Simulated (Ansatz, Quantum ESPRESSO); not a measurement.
# LiF (Griceite): Raman and infrared activity, part 3 of 3

Which lines does LiF (Griceite) show in Raman and infrared spectra?

Quantum ESPRESSO 8.0 development, patched; DFT LDA, scalar-relativistic, plane waves, PseudoDojo norm-conserving pseudopotentials.

So far. Step 5 (Linear response at Γ): The acoustic modes at Γ come out as far as 3.4 cm⁻¹ from zero, where they should vanish, a small numerical error; the Born charges miss their sum rule by 4.0e-5 e, which is good. Step 6 (Zone-centre analysis): The rule moves no optical mode by more than 0.1 cm⁻¹. The relaxed cell has a = 3.905 Å (conventional setting).

**8. Sum rules set otherwise (asr no)**

Without the rule the raw error of the acoustic modes shows.

Contents of dynmat.in:

```
 &input
    fildyn='g.dyn',
    asr='no',
    fileig='dynmat.eig',
    lperm=.true.,
 /
```

Launch:

```bash
$ dynmat.x -in dynmat.in > dynmat.out
```

Log:

```text
[banner, memory and clock lines left out]
Program DYNMAT v.8.0dev

     Reading Dynamical Matrix from file g.dyn
     ...Force constants read
     ...epsilon and Z* read
     ...Raman cross sections read
     A direction for q was not specified:TO-LO splitting will be absent

     Polarizability (A^3 units)
     multiply by 0.729231 for Clausius-Mossotti correction (not under assume_isolated = 'mt')
         1.319580   -0.000000    0.000000
        -0.000000    1.319580    0.000000
        -0.000000    0.000000    1.319580

     IR activities are in (D/A)^2/amu units

# mode   [cm-1]    [THz]      IR
    1      3.44    0.1031    0.0000
    2      3.44    0.1031    0.0000
    3      3.44    0.1031    0.0000
    4    342.86   10.2785    4.9261
    5    342.86   10.2785    4.9261
    6    342.86   10.2785    4.9261

Electronic dielectric permittivity tensor (relative, adimensional)
         2.113924   -0.000000    0.000000
        -0.000000    2.113924    0.000000
        -0.000000    0.000000    2.113924

 ... with zone-center polar mode contributions
         8.117961    0.000000    0.000000
         0.000000    8.117961    0.000000
         0.000000    0.000000    8.117961
```

The job ended after 0.58 s (1 thread of Intel Xeon Platinum 8375C at 2.90GHz (Ice Lake), shared host).

Zone-centre frequencies as printed; negative means imaginary. Modes:

| mode | frequency (cm⁻¹) |
| --- | --- |
| 1 | 3.44 |
| 2 | 3.44 |
| 3 | 3.44 |
| 4 | 342.9 |
| 5 | 342.9 |
| 6 | 342.9 |

Against the first rule no mode moves by more than 3.5 cm⁻¹.

**9. The LO-TO splitting (1 0 0)**

A longitudinal polar mode sets up a macroscopic field that stiffens it; the term hangs on the direction from which q goes to zero.

Contents of dynmat.in:

```
 &input
    fildyn='g.dyn',
    asr='simple',
    fileig='dynmat.eig',
    q(1)=1.0,
    q(2)=0.0,
    q(3)=0.0,
 /
```

Launch:

```bash
$ dynmat.x -in dynmat.in > dynmat.out
```

Log:

```text
[banner, memory and clock lines left out]
Program DYNMAT v.8.0dev

     Reading Dynamical Matrix from file g.dyn
     ...Force constants read
     ...epsilon and Z* read
     ...Raman cross sections read

     Polarizability (A^3 units)
     multiply by 0.729231 for Clausius-Mossotti correction (not under assume_isolated = 'mt')
         1.319580   -0.000000    0.000000
        -0.000000    1.319580    0.000000
        -0.000000    0.000000    1.319580

     IR activities are in (D/A)^2/amu units

# mode   [cm-1]    [THz]      IR
    1     -0.00   -0.0000    0.0000
    2     -0.00   -0.0000    0.0000
    3     -0.00   -0.0000    0.0000
    4    342.85   10.2783    4.9260
    5    342.85   10.2783    4.9260
    6    671.87   20.1421    4.9260
```

Run time: 0.59 s. Hardware: 1 thread.

This step gave:

```yaml
highest_mode_moved_by_the_lo_to_term: 671.9 cm⁻¹
```

Zone-centre frequencies as printed; negative means imaginary. Modes:

| mode | frequency (cm⁻¹) |
| --- | --- |
| 1 | 0 |
| 2 | 0 |
| 3 | 0 |
| 4 | 342.9 |
| 5 | 342.9 |
| 6 | 671.9 |

The field moves one mode, from 343 to 672 cm⁻¹; the others stay.

**10. A second program**

A second program on the same cell, potentials, cutoff and meshes tests the implementation of the phonon response, not its convergence. Its field response is summed in its own way. Its k mesh is centred on Γ.

This step: DFT LDA, scalar-relativistic, plane waves, PseudoDojo norm-conserving pseudopotentials (Ansatz 0.2.0).

Contents of input.yaml:

```yaml
crystal:
  lattice:
    - [-1.9524803882, 0.0, 1.9524803882]
    - [0.0, 1.9524803882, 1.9524803882]
    - [-1.9524803882, 1.9524803882, 0.0]
  atoms:
    - { symbol: Li, position: [0.0, 0.0, 0.0] }
    - { symbol: F, position: [0.5, 0.5, 0.5] }
kpoints:
  mp_grid: { grid: [8, 8, 8] }
hamiltonian:
  xc: lda
  pseudopotentials: { kind: nc, accuracy: standard }
scf:
  occupations: { method: fixed }
output:
  eigenvalues: true
basis:
  ecutwfc: 1142.878
phonons:
  method: dfpt
  dielectric: true
  rigid_motions: translations
  raman: true
```

Launch:

```bash
$ ansatz run input.yaml --threads 2 --pin off --max-ram 4096MiB --backend cpu --events-out ev --progress --plain --runs-dir out
```

Log:

```text
Warning: basis.ecutwfc = 1142.878 eV is below the records' recommended 1142.878222 eV, and the density's cutoff is lower with it unless basis.ecutrho_ratio is high enough to keep the records' density cutoff: compare with a run at a higher cutoff
Engine: ansatz 0.2.0, x86_64-unknown-linux-gnu
Pseudopotentials: kind: nc
Pseudopotential: Li, nc, valence charge 3, recommended cutoff 1006.821291 eV (normal), Li.nc.azcp (PseudoDojo's, or run here from an input of PseudoDojo's; its table is named by hamiltonian.pseudopotentials.accuracy)
Pseudopotential: F, nc, valence charge 7, recommended cutoff 1142.878222 eV (normal), F.nc.azcp (PseudoDojo's, or run here from an input of PseudoDojo's; its table is named by hamiltonian.pseudopotentials.accuracy)
Functional definition: SPW92
  exchange = slater_x
  correlation = pw_c
Crystal: 2 atoms, lattice volume = 14.886 Å³
Basis set: ecut = 1142.878 eV, 1291 PW (Γ), exchange–correlation on 64×64×64 points (8 copies of the dense FFT grid, shifted against one another)
Bands: 9, of which v1, the nominal top of the filled ones, is band 5 counted from 1 (4 counted from 0)
Symmetry: 48 space group operations
k-points: 59 of 512 (irreducible under 8 space group operations, time reversal used)
Non-local potential: Li, projectors of the file, l = 0: 2, l = 1: 2
Non-local potential: F, projectors of the file, l = 0: 2, l = 1: 2, l = 2: 1
Initial density: superposition of atomic densities (chi_scale 0.1, normalization cell, long waves kept (reshape's long-wave potential 0.00 eV rms))
Initial wavefunctions: pseudopotential atomic-orbital guess
Functional: x = slater, c = lda
SCF iter   1: F=—  HF=-866.383020 eV  |F-HF|=—  |Δ(HF+E_count)|=         —  Δρ=7.57e-2  dr2=3.56e-1  ethr=3.10e-3  ⟨swp⟩=4.6  Hψ=3289  notcnv=0  defer=107
preconditioner: auto → none  [insulator: Δε(μ)=9.253 eV  Ē_g=22.731 eV  n_scr=0 (ndim 8)  ℏωp=27.2 eV  f_vac=0.000  ε∞_Penn≈2.4]
SCF iter   2: F=—  HF=-866.213455 eV  |F-HF|=—  |Δ(HF+E_count)|=   1.70e-1  Δρ=3.02e-2  dr2=6.62e-2  ethr=3.10e-3  ⟨swp⟩=2.0  Hψ=1127  notcnv=0  defer=112
SCF iter   3: F=—  HF=-866.186545 eV  |F-HF|=—  |Δ(HF+E_count)|=   2.69e-2  Δρ=1.38e-2  dr2=1.44e-2  ethr=6.62e-4  ⟨swp⟩=2.0  Hψ=946  notcnv=0  defer=116
SCF iter   4: F=—  HF=-866.181806 eV  |F-HF|=—  |Δ(HF+E_count)|=   4.74e-3  Δρ=2.51e-3  dr2=1.55e-4  ethr=1.44e-4  ⟨swp⟩=2.6  Hψ=854  notcnv=0  defer=116
SCF iter   5: F=—  HF=-866.181822 eV  |F-HF|=—  |Δ(HF+E_count)|=   1.58e-5  Δρ=1.02e-4  dr2=5.16e-7  ethr=1.55e-6  ⟨swp⟩=1.4  Hψ=562  notcnv=0  defer=116
SCF iter   6: F=—  HF=-866.181826 eV  |F-HF|=—  |Δ(HF+E_count)|=   3.90e-6  Δρ=1.11e-5  dr2=5.38e-9  ethr=5.16e-9  ⟨swp⟩=2.6  Hψ=802  notcnv=0  defer=51
SCF iter   7: F=-866.181826 eV  HF=-866.181826 eV  |F-HF|=3.75e-12  |Δ(HF+E_count)|=  3.94e-10  Δρ=8.67e-7  dr2=1.50e-11  ethr=1.00e-12  ⟨swp⟩=6.9  Hψ=3463  notcnv=0
SCF 1 converged in 7 iterations: F = -866.181826 eV  dr2 = 1.50e-11
DFPT response loops at Γ: preconditioner auto → none (the input reference at scf.mixing.eps_inf says where Resta's filter doesn't serve); β = 0.50; Broyden in place of MSR1
── the response to a field inside a basis, on 8×8×8 k-points: an SCF that follows is theirs, and a resumed run solves both again ──
Bands: 6, of which v1, the nominal top of the filled ones, is band 5 counted from 1 (4 counted from 0)
k-points: 60 of 512 (irreducible under 12 space group operations)
Initial density: handed on by an earlier stage of this run
Initial wavefunctions: pseudopotential atomic-orbital guess (no wavefunctions were taken with the density)
Eigensolver: Dense (60 Hₖ)
SCF iter   1: F=—  HF=-866.180747 eV  |F-HF|=—  |Δ(HF+E_count)|=         —  Δρ=1.29e-4  dr2=1.64e-7  ethr=1.00e-1
preconditioner: auto → none  [insulator: Δε(μ)=9.880 eV  Ē_g=18.639 eV  n_scr=0 (ndim 8)  ℏωp=27.2 eV  f_vac=0.000  ε∞_Penn≈3.1]
SCF iter   2: F=—  HF=-866.180747 eV  |F-HF|=—  |Δ(HF+E_count)|=   5.32e-7  Δρ=6.32e-5  dr2=3.89e-8  ethr=1.64e-9
SCF iter   3: F=—  HF=-866.180747 eV  |F-HF|=—  |Δ(HF+E_count)|=   1.83e-7  Δρ=1.37e-5  dr2=1.17e-8  ethr=3.89e-10
SCF iter   4: F=-866.180747 eV  HF=-866.180747 eV  |F-HF|=4.77e-12  |Δ(HF+E_count)|=   1.63e-9  Δρ=6.95e-7  dr2=1.25e-11  ethr=1.17e-10
SCF 1 converged in 4 iterations: F = -866.180747 eV  dr2 = 1.25e-11
DFPT response loops at Γ: mixed as the last ones told, above
DFPT response loops at Γ: mixed as the last ones told, above
DFPT response loops at Γ: mixed as the last ones told, above
SCF converged after 7 iterations
Free energy (F): -866.181826 eV
Harris-Foulkes:  -866.181826 eV  (|F-HF|=3.75e-12)
Internal energy: -866.181826 eV  (E = F + TS)
E sigma→0 (E₀):  -866.181826 eV
Fermi energy:    1.284937 eV
--- Per-component energies (eV) ---
  E_band       = -112.514460
  E_kinetic    = 583.447103
  E_local      = -698.490686  (includes V_loc(G=0)·N_el)
  E_nonlocal   = -197.022779
  E_hartree    = 213.241318
  E_xc         = -192.672809
  E_vxc        = -226.930742  (∫ρ·V_xc dr)
  E_ewald      = -574.683974
  E_smearing   = -0.000000  (= −TS)
  E_closure    = 0.000000  (closes the sum)
  Σ components = -866.181826   (vs F -866.181826, Δ=0.00e0)
--- Band table (eV; the first three rows and the last of 59) ---
  k-point 0: bands = ["-38.2290", "-18.4823", "1.2849", "1.2849", "1.2849", "11.0398", "26.0040", "26.0040", "26.0040"]
  k-point 1: bands = ["-38.2140", "-18.4139", "0.7997", "1.2442", "1.2442", "11.4538", "22.3404", "24.1993", "24.1993"]
  k-point 2: bands = ["-38.1779", "-18.2409", "-0.2517", "1.1492", "1.1492", "12.1428", "19.6963", "22.2764", "22.2764"]
  k-point 58: bands = ["-38.1016", "-17.6054", "-2.2361", "0.1133", "0.1133", "16.6083", "17.8224", "19.6480", "22.1808"]
--- Phonons (Γ-DFPT): 2 representative perturbations + reference, on 59 of 512 k-points (Σ response iterations 7) ---
  k mesh reduced under 8 symmetry operations, with k and −k counted as one. Each operation leaves every solved perturbation unchanged. A smaller set is not considered because the run solves the response to a homogeneous field
  ASR residual: 1.098e-3 → 0.000e0 eV/Å²; symmetrization residual: 6.663e-7 eV/Å²
  ASR residual per site (eV/Å²): 2.18e-4 1.10e-3
  Γ frequencies (cm⁻¹): 0.00 0.00 0.00 342.79 342.79 342.79
  ε∞ (high-frequency dielectric tensor):
        2.113860    -0.000000     0.000000
        0.000000     2.113860    -0.000000
        0.000000     0.000000     2.113860
  ε⁰ (static dielectric tensor: ions relaxed, cell fixed):
        8.120225    -0.000000     0.000000
        0.000000     8.120225     0.000000
        0.000000     0.000000     8.120225
  ε⁰ − ε∞ (ionic part):
        6.006365    -0.000000     0.000000
       -0.000000     6.006365     0.000000
        0.000000     0.000000     6.006365
  softest optical mode at Γ: 342.79 cm⁻¹; the repairs (sum rule, projections) moved no ω² at Γ by more than (3.98 cm⁻¹)²
  Born effective charges Z* (e; rows j = field, columns β = displacement):
    site 0:
         1.04181    0.00000    0.00000
        -0.00000    1.04181    0.00000
         0.00000    0.00000    1.04181
    site 1:
        -1.04181   -0.00000    0.00000
         0.00000   -1.04181    0.00000
        -0.00000   -0.00000   -1.04181
  Z* charge neutrality: 3.926e-5 e pre-enforcement
  k-mesh period / interband length: 22.1 Å / 0.78 Å = 28.21 at k = (0.0000, 0.0000, -0.5000), direct gap 11.189 eV — 14 or more, which is no proof of convergence
  Raman tensors (in the event stream and the table raman_tensors.tsv): an entry may err by 4.0e-5 Å², one of the second-order susceptibility by 2.4e-21 pm/V (basis, points and sum rule); their sum over the sites missed zero by 2.432e-22 Å² ahead of its enforcement
  optical modes at Γ without the LO–TO term, one row a degenerate level:
      ω (cm⁻¹)  modes    IR ((D/Å)²/amu)  static Raman (Å⁴/amu)  depolarisation
        342.79      3            14.7783                 0.0000               —
  optical modes at Γ + LO–TO along q̂ = [1.0000, 0.0000, 0.0000]:
      ω (cm⁻¹)  modes    IR ((D/Å)²/amu)  static Raman (Å⁴/amu)  depolarisation
        342.79      2             9.8522                 0.0000               —
        671.86      1             4.9261                 0.0000               —
  optical modes at Γ + LO–TO along q̂ = [0.0000, 1.0000, 0.0000]:
      ω (cm⁻¹)  modes    IR ((D/Å)²/amu)  static Raman (Å⁴/amu)  depolarisation
        342.79      2             9.8522                 0.0000               —
        671.86      1             4.9261                 0.0000               —
  optical modes at Γ + LO–TO along q̂ = [0.0000, 0.0000, 1.0000]:
      ω (cm⁻¹)  modes    IR ((D/Å)²/amu)  static Raman (Å⁴/amu)  depolarisation
        342.79      2             9.8522                 0.0000               —
        671.86      1             4.9261                 0.0000               —
```

Elapsed: 29 s, on 2 threads; peak memory 0.52 GiB; 55 s of CPU time.

Numbers from this step:

- sum-rule residual before enforcement: 0.001098 eV/Å²
- miss of the charge sum rule: 3.93e-5 e
- highest optical zone-centre mode (no LO-TO term): 342.8 cm⁻¹
- lowest optical zone-centre mode: 342.8 cm⁻¹
- mean static dielectric constant: 8.120

Transverse modes. Infrared lines, with heights relative to the strongest:

| position (cm⁻¹) | label | IR intensity ((D/Å)²/amu), degenerate modes summed, relative |
| --- | --- | --- |
| 343 | T1u | 100 |

**11. The two compared: QE PseudoDojo and Ansatz, PseudoDojo**

Numbers from this step:

- root-mean-square difference: 0.06 cm⁻¹
- largest difference: 0.06 cm⁻¹

Frequencies side by side, by row:

| q (reciprocal lattice) | mode | QE PseudoDojo (cm⁻¹) | Ansatz, PseudoDojo (cm⁻¹) |
| --- | --- | --- | --- |
| 0 0 0 | 1 | 0 | 0 |
| 0 0 0 | 2 | 0 | 0 |
| 0 0 0 | 3 | 0 | 0 |
| 0 0 0 | 4 | 342.9 | 342.8 |
| 0 0 0 | 5 | 342.9 | 342.8 |
| 0 0 0 | 6 | 342.9 | 342.8 |

The two runs side by side. Further quantities:

| quantity | QE PseudoDojo | Ansatz, PseudoDojo |
| --- | --- | --- |
| mean ε∞ | 2.114 | 2.114 |
| largest Born charge in size (e; the first before, the second after the charge sum rule) | 1.042 | 1.042 |
| summed IR intensity ((D/Å)²/amu) | 14.78 | 14.78 |

At the zone centre the largest difference (acoustic modes at Γ apart) is 0.02 % of the highest mode.

**12. Results**

| Quantity | Value |
| --- | --- |
| space group after relaxation | Fm-3m |
| volume per atom | 7.44 Å³ |
| gap on the k-mesh | 9.75 eV |
| highest optical zone-centre mode (no LO-TO term) | 342.9 cm⁻¹ |
| highest mode moved by the LO-TO term | 671.9 cm⁻¹ |
| mean high-frequency dielectric constant | 2.11 |
| largest Born charge in size (third of the trace) | 1.04 e |
| mean static dielectric constant | 8.12 |
| imaginary optical modes at the zone centre (no q mesh in this session) | none |
| largest difference from Ansatz, PseudoDojo | 0.06 cm⁻¹ |

No mode is Raman active in this structure; the strongest infrared line lies at 343 cm⁻¹. At the LDA level the optical modes of LiF (Griceite) at the zone centre (no LO-TO term) lie at 343 cm⁻¹. Along the directions run, the highest mode that the macroscopic field moves lies at 672 cm⁻¹. Lattice motion raises the mean dielectric constant from 2.114 to 8.118. The Born charge of Li is 1.042 e against a formal charge of +1, close to the ionic value. The Lyddane-Sachs-Teller relation holds: (ωLO/ωTO)² is 3.84 and ε₀/ε∞ is 3.84. QE PseudoDojo and Ansatz, PseudoDojo agree to 0.06 cm⁻¹ (0.02 % of the highest mode compared) on all solved modes but the acoustic ones at Γ, without the LO-TO term. These are harmonic frequencies at zero temperature: anharmonic shifts and linewidths and thermal expansion are left out. The build is a development version in which the Raman tensors of release 7.5 are mended; dynmat.x leaves out the electro-optic term of LO lines.

[Host names and launcher messages were left out of these logs when they were recorded.]

[Logs are printed without paths, hosts, clocks, repeated set-up lines and the standing remarks that a program may print on its own settings, such as how far it seeks lower states.]

[Hosts, paths, dates, database ids (printed as entryN), source tags and the programs' standing remarks are cut or masked in the printed files.]
